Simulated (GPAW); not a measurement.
# Conductance along a series: a C chain with one atom pushed aside at constant bond length, part 2 of 2

Aim: how the conductance and the thermopower change along a series of junctions, a C chain with one atom pushed aside at constant bond length.

GPAW 26.7.0; GPAW LCAO, PAW setups; Landauer transmission from Green's functions with principal layers (ASE), zero bias.

So far, transmission at the Fermi level (one spin): step 2 (member of the series, offset 0.3 Å) 2.00; step 3 (another cell, offset 0.6 Å) 1.91; step 4 (another cell, offset 0.9 Å) 1.01. Also open channels of the lead at the Fermi level (one spin): step 2 2; step 3 2.

### Step 6. K-points along the lead 40: lead_nz = 40

The lead's own mesh along the current sets its density and potential; where the lead is aligned to the junction's end layer, a rigid shift drops out.

Input file run.py:

```python
import json
import numpy as np
from ase import Atoms
from ase.transport.calculators import TransportCalculator
from gpaw import GPAW, FermiDirac
from gpaw.lcao.tools import get_lcao_hamiltonian
from scipy.linalg import eigh

# The junction with lead layers at both ends, along the third cell vector
device = Atoms(
    ['C', 'C', 'C', 'C', 'C', 'C', 'C', 'C', 'C', 'C', 'C', 'C', 'C'],
    positions=[
        [4.50000, 4.50000, 0.64000],
        [4.50000, 4.50000, 1.92000],
        [4.50000, 4.50000, 3.20000],
        [4.50000, 4.50000, 4.48000],
        [4.50000, 4.50000, 5.76000],
        [4.50000, 4.50000, 7.04000],
        [5.10000, 4.50000, 8.17066],
        [4.50000, 4.50000, 9.30133],
        [4.50000, 4.50000, 10.58133],
        [4.50000, 4.50000, 11.86133],
        [4.50000, 4.50000, 13.14133],
        [4.50000, 4.50000, 14.42133],
        [4.50000, 4.50000, 15.70133]],
    cell=[[9.0, 0.0, 0.0], [0.0, 9.0, 0.0], [0.0, 0.0, 16.34133]],
    pbc=True)

# One principal layer of the lead: the first 4 atoms of the device
lead = Atoms(
    ['C', 'C', 'C', 'C'],
    positions=[
        [4.50000, 4.50000, 0.64000],
        [4.50000, 4.50000, 1.92000],
        [4.50000, 4.50000, 3.20000],
        [4.50000, 4.50000, 4.48000]],
    cell=[[9.0, 0.0, 0.0], [0.0, 9.0, 0.0], [0.0, 0.0, 5.12]],
    pbc=True)

settings = dict(mode='lcao', basis='dzp', xc='RPBE', h=0.2,
                occupations=FermiDirac(0.1), maxiter=250,
                mixer=dict(beta=0.1, nmaxold=8, weight=100.0),
                convergence=dict(density=0.0001))
energies = np.arange(-3, 3 + 1e-9, 0.075)
eta = 0.0001
n1, n2 = 1, 1
# k and -k transmit alike, so half of the mesh across the current serves
mesh = [(i, j) for i in range(n1) for j in range(n2) if (i, j) <= (-i % n1, -j % n2)]
weights = np.array([1 if (i, j) == (-i % n1, -j % n2) else 2 for i, j in mesh]) / (n1 * n2)

# [... helper functions left out ...]
fermi_lead = ground_state(lead, (1, 1, 40), 'lead.txt')
fermi_device = ground_state(device, (1, 1, 5), 'device.txt')
# [... loop over the mesh left out, but for ...]
        # Shift the lead onto the potential of the device's first layer
        shift = ((H[:, 0, 0] - H0[:, 0, 0]) / S0[0, 0]).real.mean()
# [...]
kT = 8.617333e-5 * 77
bias = [0.1, 0.2, 0.5, 1.0, 1.5, 2.0]
# [... integrals and printing left out ...]
```

Launch:

```
$ OMP_NUM_THREADS=1 OPENBLAS_NUM_THREADS=1 python run.py
```

Elapsed: 37 s, on 1 thread of Arm Neoverse N1, shared host; peak memory 0.53 GiB.

Numbers from this step:

| Property | Result |
| --- | --- |
| conductance | 1.907 G₀ |
| largest misfit of the first principal layer | 0.02194 eV |
| shift that aligns the lead | 0.03055 eV |
| transmission at the Fermi level (one spin) | 1.907 |

One spin. Table of transmission, zone mean by energy, zero at the Fermi level:

energy (eV), transmission, zone mean and a bar from the least value:
```
  -3.0000       1.81 ####################
  -2.7750       1.82 #####################
  -2.4750       1.84 #######################
  -2.2500       1.85 ########################
  -2.0250       1.86 #########################
  -1.7250       1.87 ###########################
  -1.5000       1.88 ###########################
  -1.2750       1.89 ############################
  -0.9750       1.90 #############################
  -0.7500       1.90 ##############################
  -0.5250       1.91 ##############################
  -0.3000       1.91 ##############################
  -0.2250       1.91 ##############################
   0.0000       1.91 ##############################
   0.2250       1.90 #############################
   0.5250       1.90 #############################
   0.7500       1.89 ############################
   0.9750       1.87 ###########################
   1.2750       1.85 #########################
   1.5000       1.83 #######################
   1.7250       1.81 #####################
   2.0250       1.77 #################
   2.2500       1.74 ##############
   2.4750       1.70 ##########
   2.7750       1.65 #####
   3.0000       1.60
```

Crossings of the lead's bands, unfolded to its shortest repeat. The open channels, zone mean stays at 2 for energy from -3 to 3 eV.

Not self-consistent under bias; the bias window is split evenly. The current through one cell, from the zero-bias transmission by bias:

```
bias (V)  current through one cell, from the zero-bias transmission (μA)
   0.100                                                            14.8
   0.200                                                            29.6
   0.500                                                            73.9
   1.000                                                             148
   1.500                                                             221
   2.000                                                             294
```

Transmission of the three most open eigenchannels against energy, zero at the Fermi level:

```
energy (eV)  channel 1  channel 2  channel 3
      -3.00      0.993      0.817          0
      -2.77      0.994      0.827          0
      -2.55      0.995      0.837          0
      -2.40      0.995      0.844          0
      -2.17      0.996      0.855          0
      -1.95      0.997      0.866          0
      -1.73      0.998      0.876          0
      -1.57      0.998      0.882          0
      -1.35      0.998      0.890          0
      -1.12      0.999      0.897          0
      -0.90      0.999      0.903          0
      -0.75      0.999      0.906          0
      -0.53      0.999      0.909          0
      -0.30      0.999      0.910          0
      -0.07      0.999      0.909          0
       0.00      0.999      0.908          0
       0.07      0.999      0.907          0
       0.30      0.999      0.903          0
       0.53      0.999      0.896          0
       0.75      0.999      0.887          0
       0.90      0.999      0.879          0
       1.12      0.999      0.866          0
       1.35      0.998      0.849          0
       1.57      0.998      0.829          0
       1.73      0.998      0.813          0
       1.95      0.997      0.787          0
       2.17      0.997      0.756          0
       2.40      0.996      0.721          0
       2.55      0.996      0.696          0
       2.77      0.995      0.653          0
       3.00      0.994      0.606          0
```

The conductance equals that of the unchanged run to 0.2 %.

### Step 7. Summary of results

| Item | Value |
| --- | --- |
| conductance, first and last member | 2.00 and 1.01 G₀ |
| largest and smallest | 2.00 and 1.01 G₀ |

As the sideways shift goes from 0.3 to 0.9 Å, the conductance goes from 2.00 to 1.01 G₀. The conductance falls at every step of the series. The geometry was built from estimated bond lengths and not relaxed, so the numbers describe this model structure. An evenly spaced straight chain is an idealisation: free chains tend to dimerise, zigzag or, where a band edge lies near the Fermi level, turn magnetic. The currents use the zero-bias T(E) throughout, which holds only while the bias is small against the distance to the nearest feature. The energy step is wider than the thermal energy, so the conductance and thermopower rest on interpolation of T(E).

[Logs are printed without paths, hosts, clocks, repeated set-up lines and the standing remarks that a program may print on its own settings, such as how far it seeks lower states.]

[Hosts, paths, dates, database ids (printed as entryN), source tags and the programs' standing remarks are cut or masked in the printed files.]
